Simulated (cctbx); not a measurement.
**What is wrong with this refinement?**

Cell a = 5.0760 Å, b = 5.0760 Å, c = 10.0760 Å, α = 90.00°, β = 90.00°, γ = 120.00°; space group P6/mmm (no. 191).

The data are simulated with cctbx, not measured: Mo Kα, λ = 0.71073 Å, to d = 0.65 Å, 50 % of the full sphere, strongest reflection 70000 counts, noise from counting, a 1.5 % proportional error and a noise floor of 15 counts (s.d.); no absorption.

An anisotropic refinement with weights 1/σ² prints:

```text
Rint 0.020, 216 unique reflections to 0.65 A
cycle     R1     wR2    GooF  max shift (A)
   1  0.0436  0.0855   6.133   0.05802
   3  0.0211  0.0395   2.835   0.00024
final R1 0.0211 wR2 0.0395 GooF 2.835  parameters 17  data/parameter 12.7
atom        x        y        z      Ueq    occ   su(xyz)  su(Uiso or U11)
Bi1    0.00000  0.00000  0.66918   0.0194  1.000  0.00006  0.0002
Ce1    0.00000  0.00000  0.00000   0.0225  1.000  0.00000  0.0003
Ru1    0.00000  0.50000  0.50000   0.0142  1.000  0.00000  0.0003
Cr1    0.66667  0.33333  0.00000   0.0170  1.000  0.00000  0.0006
Co1    0.50000  0.00000  0.80538   0.0286  1.000  0.00013  0.0005
B1     0.66667  0.33333  0.65944   0.0482  1.000  0.00290  0.0055
difference map: max 2.90 min -1.03 rms 0.28
Q1    0.3333  0.6667  0.0000    2    2.94  0.00 A from Cr1
Q2    0.3333  0.6667  0.3587    4    0.83  0.18 A from B1
Q3    0.3333  0.6667  0.5000    2    0.60  1.47 A from Ru1
Q4    0.1146  0.5573  0.4187   12    0.45  0.96 A from Ru1
Q5    0.1677  0.3353  0.2079   12    0.44  1.47 A from Co1
Q6    0.0000  0.5000  0.0385    6    0.43  1.52 A from Cr1
```

Q: Accept it or mend it, and why?

Mend it. The fault: wrong element: Cr1 is Co. Against the right model at the same level, R1 goes from 0.0074 to 0.0211 and GooF from 0.92 to 2.83, U of Cr1 shrinks from 0.0230 to 0.0170 Å² and the top difference peak, 2.9 e/Å³, lies on Cr1. Cr1 has 3 electrons too few and its U shrinks to make up, as expected.

The compound is CeCo8Bi2B4Ru3. The right model at the same level gives:

```text
Rint 0.020, 216 unique reflections to 0.65 A
cycle     R1     wR2    GooF  max shift (A)
   1  0.0300  0.0606   4.350   0.00526
   2  0.0074  0.0129   0.924   0.00021
final R1 0.0074 wR2 0.0129 GooF 0.924  parameters 17  data/parameter 12.7
atom        x        y        z      Ueq    occ   su(xyz)  su(Uiso or U11)
Bi1    0.00000  0.00000  0.66909   0.0192  1.000  0.00002  0.0001
Ce1    0.00000  0.00000  0.00000   0.0218  1.000  0.00000  0.0001
Ru1    0.00000  0.50000  0.50000   0.0138  1.000  0.00000  0.0001
Co1    0.66667  0.33333  0.00000   0.0230  1.000  0.00000  0.0002
Co2    0.50000  0.00000  0.80525   0.0284  1.000  0.00004  0.0002
B1     0.66667  0.33333  0.65273   0.0462  1.000  0.00087  0.0017
difference map: max 0.48 min -0.68 rms 0.11
Q1    0.0000  0.0000  0.3977    2    0.49  0.67 A from Bi1
Q2    0.2145  0.6072  0.5000    6    0.44  0.94 A from Ru1
Q3    0.1500  0.5750  0.1284   12    0.35  0.94 A from Co2
Q4    0.0000  0.5000  0.0365    6    0.33  1.51 A from Co1
Q5    0.0000  0.3627  0.2649   12    0.33  0.99 A from Co2
Q6    0.0000  0.0000  0.2988    2    0.32  0.32 A from Bi1
```

This is a model crystal, built by substitution and not relaxed, with assumed displacement parameters.

[Middle refinement cycles are left out of these outputs.]

[Logs are printed without paths, hosts, clocks, repeated set-up lines and the standing remarks that a program may print on its own settings, such as how far it seeks lower states.]
